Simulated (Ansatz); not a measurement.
# F on Mg(0001): change of the work function, part 3 of 3

Aim: the work function of Mg(0001) at several coverages of F (fcc site), and the dipole that each adsorbate carries.

Ansatz 0.2.0; plane-wave DFT, PBE, Ansatz PAW.

So far, work function, upper face (eV): step 2 (the clean slab) 3.79; step 3 (17 atoms, coverage 0.25 ML, cell 2x2) 3.69.

## 4. Adsorbate added, k-mesh 12×12×1, coverage 1 ML

System of this step: F/Mg(0001). The cell holds 5 atoms: 4 Mg and 1 F. Cell: a = 3.210 Å, b = 3.210 Å, c = 26.699 Å, α = 90.0°, β = 90.0°, γ = 60.0°. Vacuum lies along c.

Another coverage, to see how the dipoles act on each other as their distance changes.

input.yaml

```yaml
crystal:
  lattice:
    - [3.21, 0.0, 0.0]
    - [1.605, 2.7799415461, 0.0]
    - [0.0, 0.0, 26.6993944175]
  atoms:
    - { symbol: Mg, position: [0.6666666667, 0.6666666667, 0.3370862971] }
    - { symbol: Mg, position: [0.0, 0.0, 0.4347109832] }
    - { symbol: Mg, position: [0.6666666667, 0.6666666667, 0.5325265893] }
    - { symbol: Mg, position: [0.0, 0.0, 0.6310347898] }
    - { symbol: F, position: [0.3333333333, 0.3333333333, 0.6629137029] }
kpoints:
  mp_grid: { grid: [12, 12, 1] }
hamiltonian:
  xc: pbe
scf:
  occupations: { method: fermi_dirac, width: 0.1 }
  convergence: { dr2_threshold: 1.0e-08 }
efield:
  axis: 3
  dipole_correction: true
  ramp_position: 0.97
  ramp_width: 0.06
relax:
  f_tol: 0.02
  max_steps: 60
  constraints: [{ sites: [0, 1] }]
output:
  write_potential: true
  write_density: true
  volumetric_format: npy
```

Run with:

```bash
> ansatz run input.yaml --threads 2 --pin off --max-ram 3072MiB --backend cpu --events-out ev --progress --plain --runs-dir out
```

Numbers of over 12 decimals in the logs are rounded to 6 here.

Log:

```text
[...]
Crystal: 5 atoms, lattice volume = 238.255 Å³
Basis set: ecut = 420 eV, 4745 PW (Γ), exchange–correlation on 48×48×360 points (8 copies of the dense FFT grid, shifted against one another)
Bands: 29, of which v1, the nominal top of the filled ones, is band 24 counted from 1 (23 counted from 0)
Symmetry: 6 space group operations
[...]
k-points: 19 of 144 (time reversal used)
[...]
SCF iter   1: F=—  HF=-8505.200727 eV  |F-HF|=—  |Δ(HF+E_count)|=         —  Δρ=1.67e-3  dr2=8.76e-2  ethr=1.77e-3  p=0.055 e·Å  D=4.21e-2 V/Å  ΔV_dip=-1.12 eV  dr2_dipole=3.45e-2  V_vac-E_F(+/−)=2.74/3.87 eV  ⟨swp⟩=9.5  Hψ=2918  notcnv=0
[...]
SCF iter   7: F=-8505.195706 eV  HF=-8505.195706 eV  |F-HF|=3.11e-9  |Δ(HF+E_count)|=   5.09e-8  Δρ=7.43e-7  dr2=2.24e-9  ethr=2.13e-11  p=0.040 e·Å  D=3.00e-2 V/Å  ΔV_dip=-0.80 eV  dr2_dipole=2.83e-10  V_vac-E_F(+/−)=2.90/3.70 eV  ⟨swp⟩=9.1  Hψ=3290  notcnv=0
SCF 1 converged in 7 iterations: F = -8505.195706 eV  dr2 = 2.24e-9
[...]
relax step   1: F+E_penalty+E_count = -8505.19570589 eV  Δ(F+E_penalty+E_count) = +0.000e0 eV  max|allowed force component| = 5.204e-1 eV/Å  Δτ_max = 0.0000 Å  (7 SCF iters, accepted)
[...]
SCF iter   7: F=-8505.210002 eV  HF=-8505.210002 eV  |F-HF|=7.98e-9  |Δ(HF+E_count)|=   3.88e-8  Δρ=7.56e-7  dr2=1.81e-9  ethr=2.13e-11  p=0.025 e·Å  D=1.90e-2 V/Å  ΔV_dip=-0.51 eV  dr2_dipole=4.38e-10  V_vac-E_F(+/−)=3.21/3.72 eV  ⟨swp⟩=8.9  Hψ=3318  notcnv=0
SCF 2 converged in 7 iterations: F = -8505.210002 eV  dr2 = 1.81e-9
relax step   2: F+E_penalty+E_count = -8505.21000189 eV  Δ(F+E_penalty+E_count) = -1.430e-2 eV  max|allowed force component| = 2.283e-1 eV/Å  Δτ_max = 0.0762 Å  (7 SCF iters, accepted)
SCF iter   1: F=—  HF=-8505.216541 eV  |F-HF|=—  |Δ(HF+E_count)|=         —  Δρ=1.01e-3  dr2=8.73e-3  ethr=6.42e-5  p=0.025 e·Å  D=1.90e-2 V/Å  ΔV_dip=-0.51 eV  dr2_dipole=3.32e-3  V_vac-E_F(+/−)=3.23/3.73 eV  ⟨swp⟩=3.0  Hψ=1193  notcnv=0
[...]
SCF iter   7: F=-8505.213775 eV  HF=-8505.213775 eV  |F-HF|=7.93e-10  |Δ(HF+E_count)|=   5.85e-8  Δρ=3.10e-7  dr2=3.21e-10  ethr=2.13e-11  p=0.010 e·Å  D=7.65e-3 V/Å  ΔV_dip=-0.20 eV  dr2_dipole=2.87e-11  V_vac-E_F(+/−)=3.52/3.72 eV  ⟨swp⟩=9.0  Hψ=3203  notcnv=0
SCF 3 converged in 7 iterations: F = -8505.213775 eV  dr2 = 3.21e-10
[...]
relax step   3: F+E_penalty+E_count = -8505.21377540 eV  Δ(F+E_penalty+E_count) = -3.774e-3 eV  max|allowed force component| = 2.484e-2 eV/Å  Δτ_max = 0.0335 Å  (7 SCF iters, accepted)
SCF iter   1: F=—  HF=-8505.213960 eV  |F-HF|=—  |Δ(HF+E_count)|=         —  Δρ=1.02e-4  dr2=1.02e-4  ethr=7.61e-6  p=0.010 e·Å  D=7.65e-3 V/Å  ΔV_dip=-0.20 eV  dr2_dipole=7.05e-7  V_vac-E_F(+/−)=3.52/3.72 eV  ⟨swp⟩=2.8  Hψ=1081  notcnv=0
[...]
SCF iter   5: F=-8505.213899 eV  HF=-8505.213899 eV  |F-HF|=1.91e-8  |Δ(HF+E_count)|=   3.22e-8  Δρ=1.09e-6  dr2=4.26e-9  ethr=2.13e-11  p=0.011 e·Å  D=8.54e-3 V/Å  ΔV_dip=-0.23 eV  dr2_dipole=1.34e-11  V_vac-E_F(+/−)=3.49/3.72 eV  ⟨swp⟩=8.3  Hψ=3500  notcnv=0
SCF 4 converged in 5 iterations: F = -8505.213899 eV  dr2 = 4.26e-9
relax step   4: F+E_penalty+E_count = -8505.21389912 eV  Δ(F+E_penalty+E_count) = -1.237e-4 eV  max|allowed force component| = 1.710e-3 eV/Å  Δτ_max = 0.0068 Å  (5 SCF iters, accepted)
[...]
SCF converged after 5 iterations
Free energy (F): -8505.213899 eV
[...]
Internal energy: -8505.163014 eV  (E = F + TS)
E sigma→0 (E₀):  -8505.188457 eV
Entropy (-TS):   -0.050885 eV (-10.177 meV/atom)
Fermi energy:    0.376162 eV
Dipole field:    D = 0.008542 V/Å  (p = 0.011247 e·Å, saw-weighted, corrected)
Work function:   Φ+ = 3.4949 eV   Φ− = 3.7229 eV
[...]
--- Forces (eV/Å), atoms counted from 1 ---
  atom   1  Mg    -0.00000000     0.00000000    -0.00790099
  atom   2  Mg     0.00000000    -0.00000000     0.00702641
  atom   3  Mg    -0.00000000     0.00000000     0.00170990
  atom   4  Mg     0.00000000    -0.00000000    -0.00077462
  atom   5  F     -0.00000000     0.00000000    -0.00005216
  max |Σ_I F_I| component: 8.54e-6 eV/Å
--- Band table (eV; the first three rows and the last of 19) ---
  k-point 0: bands = [... 20 lower, -6.0428, -4.9676, -3.3875, -1.3942, 0.7780, 2.4386, 3.5300, 4.1796, ... 1 higher]
  k-point 1: bands = [... 20 lower, -5.9127, -4.8393, -3.2560, -1.2580, 0.9349, 2.5833, 3.6526, 4.3179, ... 1 higher]
  k-point 2: bands = [... 20 lower, -5.5219, -4.4574, -2.8701, -0.8615, 1.3781, 3.0075, 4.0138, 4.7268, ... 1 higher]
  k-point 18: bands = [... 20 lower, 0.0734, 0.0948, 0.1496, 0.7994, 1.1155, 1.1281, 2.7069, 2.7139, ... 1 higher]
--- Relaxed structure (4 steps of the walk, 4 accepted, 0 SCFs on fresh bases) ---
  F+E_penalty+E_count = -8505.21389912 eV   max|allowed force component| = 1.710e-3 eV/Å
  atoms:
    - { symbol: Mg, position: [0.666667, 0.666667, 0.337086] }
[...]
- { symbol: Mg, position: [0.666667, 0.666667, 0.531230] }
[...]
- { symbol: F, position: [0.333333, 0.333333, 0.662535] }
```

It took 26 s on 2 threads of Arm Neoverse N1, shared host; peak memory 0.46 GiB.

Relaxation path:

```tsv
step	energy less that of the first step (eV)	largest force component (eV/Å)
1	0.0000	0.5204
2	-0.0143	0.2283
3	-0.0181	0.0248
4	-0.0182	0.0017
```

The run keeps the 6 symmetry operations that it works with, so distortions that break them were not tested.

The atoms that moved most (Å):

```tsv
atom	dx	dy	dz	length
Mg4	0.000	0.000	-0.079	0.079
Mg3	0.000	0.000	-0.035	0.035
F5	0.000	0.000	-0.010	0.010
```

Final coordinates:

```xyz
5
Lattice="3.2100 0.0000 0.0000 1.6050 2.7799 0.0000 0.0000 0.0000 26.6994" Properties=species:S:1:pos:R:3
Mg    3.2100    1.8533    9.0000
Mg    0.0000    0.0000   11.6065
Mg    3.2100    1.8533   14.1835
Mg    0.0000    0.0000   16.7691
F     1.6050    0.9266   17.6893
```

Numbers from this step:

```
energy at zero smearing        : -8505.1885 eV
work function, upper face      : 3.495 eV
work function, lower face      : 3.723 eV
dipole along the normal        : 0.01125 e·Å
step between the vacuum levels : -0.2280 eV
```

Running mean over 2.60652 Å of the planar mean; the ramp of the sawtooth is left out. Table of electron's electrostatic potential energy less the Fermi level by z:

```tsv
z (Å)	electron's electrostatic potential energy less the Fermi level (eV)
3.5	3.72
4.0	3.72
4.5	3.72
5.0	3.71
5.5	3.68
6.0	3.58
6.5	3.31
7.0	2.57
7.5	0.673
8.0	-2.08
8.5	-3.55
9.0	-3.98
9.5	-4.02
10.0	-3.99
10.5	-3.99
11.0	-4.00
11.5	-4.00
12.0	-4.02
12.5	-4.11
13.0	-4.17
13.5	-4.07
14.0	-4.01
14.5	-4.01
15.0	-4.14
15.5	-4.35
16.0	-4.76
16.5	-6.02
17.0	-6.73
17.5	-5.99
18.0	-3.64
18.5	-0.735
19.0	1.62
19.5	3.12
20.0	3.44
20.5	3.48
21.0	3.49
21.5	3.49
22.0	3.49
22.5	3.49
23.0	3.49
23.5	3.49
```

The relaxation took 4 steps and lowered the energy by 0.018 eV; the largest force on the free atoms ends at 0.0017 eV/Å.

The covered face has 3.49 eV, -0.29 eV against the clean one; the bare back face has moved by -0.07 eV, a measure of how thin the slab is.

## 5. Work function against coverage

This step: plane-wave DFT, PBE, Ansatz PAW; work function against coverage (Ansatz 0.2.0).

The runs are now put side by side.

This step gave:

| Property | Result |
| --- | --- |
| work function of the clean face | 3.787 eV |
| largest change of the work function | -0.2924 eV |

Table of work function of the covered face by coverage:

```tsv
coverage (adsorbates/nm²)	work function of the covered face (eV)
0.00	3.79
2.80	3.69
11.21	3.49
```

The dipole per adsorbate comes from the change of the cell's dipole. Coverage, by row:

```tsv
coverage (1/nm²)	coverage (ML)	work function (eV)	change (eV)	dipole per adsorbate, positive end outwards (debye)	mean height of the added atoms over the highest substrate atom (Å)
2.802	0.25	3.685	-0.102	0.075	0.8758
11.21	1	3.495	-0.2924	0.053	0.9202
```

## 6. What came out

```
work function of the clean face                        : 3.79 eV
work function at 0.25 ML                               : 3.69 eV
work function at 1 ML                                  : 3.49 eV
dipole per adsorbate at 0.25 ML, positive end outwards : 0.07 D
```

In words: At the lowest coverage F changes the work function of Mg(0001) by under 0.15 eV, within the error of so thin a slab; the largest change, -0.29 eV, comes at higher coverage. The slab has 4 layers, at the tabulated experimental lattice constant, one starting site was run, and quantum-size effects of a slab this thin can reach one or two tenths of an eV.

[Logs are printed without paths, hosts, clocks, repeated set-up lines and the standing remarks that a program may print on its own settings, such as how far it seeks lower states.]

[Hosts, paths, dates, database ids (printed as entryN), source tags and the programs' standing remarks are cut or masked in the printed files.]

[Maps of the electrostatic potential energy from Ansatz leave out the sawtooth potential of an applied field or a dipole correction, so their vacuum need not be flat; planar profiles and work functions include it.]
